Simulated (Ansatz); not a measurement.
# Localised basis functions on Y(10-11)/Al(100) interface (88 atoms)

Aim: test how closely localised support functions follow the reference on Y(10-11)/Al(100) interface (88 atoms), and at what cost. A setting counts as converged where the r.m.s. difference of forces stays under 1 % of the r.m.s. force.

Method: Kohn-Sham DFT, PBE, PAW (set soft_2), plane waves, in Ansatz 0.2.0.

This is a report of a sequence of runs, with the program logs left out and the cost of each run kept.

## 1. Set-up

The cell holds 88 atoms: 28 Y and 60 Al. Its edges and angles: a = 12.947 Å, b = 14.332 Å, c = 22.313 Å, α = 90.0°, β = 90.0°, γ = 63.1°. It derives from Y and Al. Hcp Y(10-11), 2 repeat layers, 7 surface cells, strained -1.07 and -0.09 %; fcc Al(100), 3 layers, 20 cells, +1.09 and +0.09 %; outer planes 3.04 Å apart, 12 Å of vacuum above; not relaxed, displaced by a Gaussian of 0.02 Å. Regions: Y, 28 atoms (28 Y); Al, 60 atoms (60 Al). Vacuum lies along c.

Limits known from the start: The host structure and its lattice constant were typed by rule, without a check against the phase diagram. Beside vacuum, support functions can miss their usual error bounds without a warning.

## 2. Plane-wave single point

The first run fixes the reference, at a cutoff of 420 eV.

Contents of input.yaml:

```yaml
crystal:
  lattice:
    - [12.9473, 0.0, 0.0]
    - [6.47367, 12.78607, 0.0]
    - [0.0, 0.0, 22.31298]
  atoms:
    - { symbol: "Y", position: [0.30458, 0.44093, 0.2901] }
    - { symbol: "Y", position: [0.43158, 0.72727, 0.26821] }
    - { symbol: "Y", position: [0.53956, 0.72907, 0.41422] }
    - { symbol: "Y", position: [0.38746, 0.58457, 0.39321] }
    [... 78 atom lines left out ...]
    - { symbol: Al, position: [0.53363, 0.65088, 0.55241] }
    - { symbol: Al, position: [0.65654, 0.70415, 0.64178] }
    - { symbol: Al, position: [0.53132, 0.65198, 0.73156] }
    - { symbol: Al, position: [0.53537, 0.85177, 0.54891] }
    - { symbol: Al, position: [0.65614, 0.90133, 0.64214] }
    - { symbol: Al, position: [0.5333, 0.85128, 0.72955] }
kpoints:
  mp_grid: { grid: [2, 2, 1] }
hamiltonian:
  xc: pbe
scf:
  occupations: { method: fermi_dirac, width: 0.1 }
output:
  forces: true
  populations: intrinsic
  dos:
    method: { smearing: { sigma: 0.15 } }
    de: 0.1
    projected:
      site_lists:
        Al: [28, 29, 30, 31, 32, 33, 34, 35, 36, 37, 38, 39, 40, 41, 42, 43, 44, 45, 46, 47, 48, 49, 50, 51, 52, 53, 54, 55, 56, 57, 58, 59, 60, 61, 62, 63, 64, 65, 66, 67, 68, 69, 70, 71, 72, 73, 74, 75, 76, 77, 78, 79, 80, 81, 82, 83, 84, 85, 86, 87]
        "Y": [0, 1, 2, 3, 4, 5, 6, 7, 8, 9, 10, 11, 12, 13, 14, 15, 16, 17, 18, 19, 20, 21, 22, 23, 24, 25, 26, 27]
  eigenvalues: true
  write_density: true
  write_potential: true
  volumetric_format: npy
  elf: true
```

Command:

```sh
ansatz run input.yaml --threads 8 --pin off --max-ram 15872MiB --backend cpu --events-out ev --progress --plain --runs-dir out
```

Elapsed: 4.4 min, on 8 threads of Arm Neoverse N1, shared host; peak memory 13 GiB.

The program notes that it cut back its work space to fit the memory limit and the exchange-correlation potential is rough where the density is thin.

Read from the output:

```
free energy                             : -139989.6033 eV
free energy per atom                    : -1590.7909 eV/atom
SCF cycles                              : 10
r.m.s. force component                  : 0.2213 eV/Å
longest force                           : 0.7787 eV/Å
Fermi energy                            : 2.788 eV
levels partly filled by over 2 per cent : 118
```

The r.m.s. force component of 0.22 eV/Å sets the scale for the differences below.

## 3. Support functions medium

The cell is solved in localised support functions.

This step: Kohn-Sham DFT, PBE, PAW (set soft_2), localised support functions (medium) (Ansatz 0.2.0).

input.yaml, the sections that differ from step 2:

```yaml
scf:
  occupations: { method: fermi_dirac, width: 0.1 }
  eigensolver: { kind: { support_functions: { accuracy: medium } } }
  mixing: { beta: 0.2 }
  max_iter: 150
output:
  forces: true
# crystal, kpoints, hamiltonian: as in step 2
```

Elapsed: 4.3 min, on 8 threads; peak memory 4.9 GiB; 34 min of CPU time.

The program notes that the band table was not solved further than the SCF left it and it switched symmetry off.

Keys that differ from the reference: support_functions.accuracy = "medium", scf.max_iter = 150 and scf.mixing.beta = 0.2.

Forces differ from the reference by 0.33 meV/Å r.m.s., 0.15 % of their size, well within a tolerance of 1 %; the energy by -0.54 meV/atom.

## 4. Support functions low

This step: Kohn-Sham DFT, PBE, PAW (set soft_2), localised support functions (low) (Ansatz 0.2.0).

input.yaml, the sections that differ from step 3:

```yaml
scf:
  occupations: { method: fermi_dirac, width: 0.1 }
  eigensolver: { kind: { support_functions: { accuracy: low } } }
  mixing: { beta: 0.2 }
  max_iter: 150
# crystal, kpoints, hamiltonian, output: as in step 3
```

Elapsed: 4.1 min, on 8 threads; peak memory 4.8 GiB; 31 min of CPU time.

Keys that differ from the reference: support_functions.accuracy = "low", scf.max_iter = 150 and scf.mixing.beta = 0.2.

Forces differ from the reference by 0.34 meV/Å r.m.s., 0.15 % of their size, well within a tolerance of 1 %; the energy by -0.54 meV/atom.

## 5. Support functions high

With localised support functions most steps grow linearly with size, though the diagonalisation grows faster unless the density matrix is cut; this run measures error and cost at this size.

This step: Kohn-Sham DFT, PBE, PAW (set soft_2), localised support functions (high) (Ansatz 0.2.0).

input.yaml, the sections that differ from step 4:

```yaml
scf:
  occupations: { method: fermi_dirac, width: 0.1 }
  eigensolver: { kind: { support_functions: { accuracy: high } } }
  mixing: { beta: 0.2 }
  max_iter: 150
# crystal, kpoints, hamiltonian, output: as in step 4
```

Wall time 15 min (8 threads); peak memory 7.3 GiB; 1.9 h of CPU time.

Keys that differ from the reference: support_functions.accuracy = "high", scf.max_iter = 150 and scf.mixing.beta = 0.2.

Forces differ from the reference by 0.31 meV/Å r.m.s., 0.14 % of their size, well within a tolerance of 1 %; the energy by -0.38 meV/atom. It took roughly 3.3 times the reference's time (one timing each, with unlike analyses asked), in 35 cycles against 10.

## 6. Support functions medium, radius 4.2 Å

The radius confines each support function; a larger one gives more freedom and more work per atom.

This step: Kohn-Sham DFT, PBE, PAW (set soft_2), localised support functions (medium) (Ansatz 0.2.0).

input.yaml, the sections that differ from step 5:

```yaml
scf:
  occupations: { method: fermi_dirac, width: 0.1 }
  eigensolver: { kind: { support_functions: { accuracy: medium, radius: 4.2 } } }
  mixing: { beta: 0.2 }
  max_iter: 150
# crystal, kpoints, hamiltonian, output: as in step 5
```

Elapsed: 3 min, on 8 threads; peak memory 4.6 GiB; 23 min of CPU time.

Keys that differ from the reference: support_functions.accuracy = "medium", support_functions.radius = 4.2, scf.max_iter = 150 and scf.mixing.beta = 0.2.

Forces differ from the reference by 0.49 meV/Å r.m.s., 0.22 % of their size, well within a tolerance of 1 %; the energy by -0.53 meV/atom.

## 7. Support functions medium, radius 4.54 Å

input.yaml, the sections that differ from step 6:

```yaml
scf:
  occupations: { method: fermi_dirac, width: 0.1 }
  eigensolver: { kind: { support_functions: { accuracy: medium, radius: 4.54 } } }
  mixing: { beta: 0.2 }
  max_iter: 150
# crystal, kpoints, hamiltonian, output: as in step 6
```

Elapsed: 4.5 min, on 8 threads; peak memory 4.9 GiB; 35 min of CPU time.

Keys that differ from the reference: support_functions.accuracy = "medium", support_functions.radius = 4.54, scf.max_iter = 150 and scf.mixing.beta = 0.2.

Forces differ from the reference by 0.35 meV/Å r.m.s., 0.16 % of their size, well within a tolerance of 1 %; the energy by -0.54 meV/atom.

## 8. Support functions medium, radius 4.84 Å

input.yaml, the sections that differ from step 7:

```yaml
scf:
  occupations: { method: fermi_dirac, width: 0.1 }
  eigensolver: { kind: { support_functions: { accuracy: medium, radius: 4.84 } } }
  mixing: { beta: 0.2 }
  max_iter: 150
# crystal, kpoints, hamiltonian, output: as in step 7
```

Wall time 5.3 min (8 threads); peak memory 5.2 GiB; 42 min of CPU time.

Keys that differ from the reference: support_functions.accuracy = "medium", support_functions.radius = 4.84, scf.max_iter = 150 and scf.mixing.beta = 0.2.

Forces differ from the reference by 0.34 meV/Å r.m.s., 0.15 % of their size, well within a tolerance of 1 %; the energy by -0.54 meV/atom.

## 9. Support functions medium, radius 5.19 Å

input.yaml, the sections that differ from step 8:

```yaml
scf:
  occupations: { method: fermi_dirac, width: 0.1 }
  eigensolver: { kind: { support_functions: { accuracy: medium, radius: 5.19 } } }
  mixing: { beta: 0.2 }
  max_iter: 150
# crystal, kpoints, hamiltonian, output: as in step 8
```

Wall time 6.3 min (8 threads); peak memory 5.5 GiB.

Keys that differ from the reference: support_functions.accuracy = "medium", support_functions.radius = 5.19, scf.max_iter = 150 and scf.mixing.beta = 0.2.

Forces differ from the reference by 0.33 meV/Å r.m.s., 0.15 % of their size, well within a tolerance of 1 %; the energy by -0.54 meV/atom. It took roughly 1.4 times the reference's time (one timing each, with unlike analyses asked), in 24 cycles against 10.

## 10. Support functions medium, radius 5.84 Å

input.yaml, the sections that differ from step 9:

```yaml
scf:
  occupations: { method: fermi_dirac, width: 0.1 }
  eigensolver: { kind: { support_functions: { accuracy: medium, radius: 5.84 } } }
  mixing: { beta: 0.2 }
  max_iter: 150
# crystal, kpoints, hamiltonian, output: as in step 9
```

Wall time 12 min (8 threads); peak memory 6.6 GiB.

Keys that differ from the reference: support_functions.accuracy = "medium", support_functions.radius = 5.84, scf.max_iter = 150 and scf.mixing.beta = 0.2.

Forces differ from the reference by 0.30 meV/Å r.m.s., 0.14 % of their size, well within a tolerance of 1 %; the energy by -0.54 meV/atom. It took roughly 2.6 times the reference's time (one timing each, with unlike analyses asked), in 30 cycles against 10.

## 11. All settings compared

Differences are against the plane-wave reference (Kohn-Sham DFT, PBE, PAW (set soft_2), plane waves), whose r.m.s. force component is 0.221 eV/Å. Energies are set beside the reference only for runs with its functional, potentials and electron count. Times are for 8 threads of Arm Neoverse N1, shared host. The reference's time includes the DOS, ELF and grids, which some other runs skip.

```
                                    run  Δ force, r.m.s. (meV/Å)  share of r.m.s. force (%)  Δ energy (meV/atom)  cycles     time  host memory (GiB)
                              reference                        -                          -                    -      10  4.4 min                 13
               support functions medium                    0.327                      0.148               -0.540      25  4.3 min                4.9
                  support functions low                    0.335                      0.151               -0.540      22  4.1 min                4.8
                 support functions high                    0.311                      0.141               -0.383      35   15 min                7.3
 support functions medium, radius 4.2 Å                    0.489                      0.221               -0.535      19    3 min                4.6
support functions medium, radius 4.54 Å                    0.348                      0.158               -0.540      24  4.5 min                4.9
support functions medium, radius 4.84 Å                    0.338                      0.153               -0.542      25  5.3 min                5.2
support functions medium, radius 5.19 Å                    0.327                      0.148               -0.542      24  6.3 min                5.5
support functions medium, radius 5.84 Å                    0.304                      0.138               -0.543      30   12 min                6.6
```

(Part 1 of 2 ends here.)

[Long decimals in the printed logs are rounded to 6 places.]

[Logs are printed without paths, hosts, clocks, repeated set-up lines and the standing remarks that a program may print on its own settings, such as how far it seeks lower states.]

[Hosts, paths, dates, database ids (printed as entryN), source tags and the programs' standing remarks are cut or masked in the printed files.]
